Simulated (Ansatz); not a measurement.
The compound is RbGdSe2 (R-3m).

```
Rb Gd Se
1.0
     3.55785    6.56115    3.55785
     3.55785    3.55785    6.56115
     6.56115    3.55785    3.55785
Rb Gd Se
1 1 2
Direct
  0.00000 0.00000 0.00000
  0.50000 0.50000 0.50000
  0.23314 0.23314 0.23314
  0.76686 0.76686 0.76686
```

The cell and positions come from the Crystallography Open Database and are kept as given unless a step says otherwise. Spin-orbit coupling is left out unless a run names it. PAW set soft_2, made with PBE.

A constrained-RPA run (Ansatz 0.2.0; non-magnetic LDA; Gd f, bands v4 to c3, 4×4×4 mesh, medium accuracy) builds 7 functions on bands 0.57 eV wide, with 7.0 electrons in the window. The bare on-site interaction is 27.9 eV and the bare J 0.75 eV.

What U and J survive the screening?

On the Gd f shell, U = 3.90 eV (14 % of the bare value), U′ = 2.74 eV, J = 0.56 eV.

The parent state is non-magnetic and the interaction static (zero frequency); U depends on the window and the orbitals, so it belongs to this model alone.

[Paths, hosts, dates, memory and timing lines, banners, echoed tables and standing remarks are left out of the program output.]

[Logs are printed without paths, hosts, clocks, repeated set-up lines and the standing remarks that a program may print on its own settings, such as how far it seeks lower states.]

[Runs of the session that timed out or met a known fault of the program may be left out.]

[Hosts, paths, dates, database ids (printed as entryN), source tags and the programs' standing remarks are cut or masked in the printed files.]
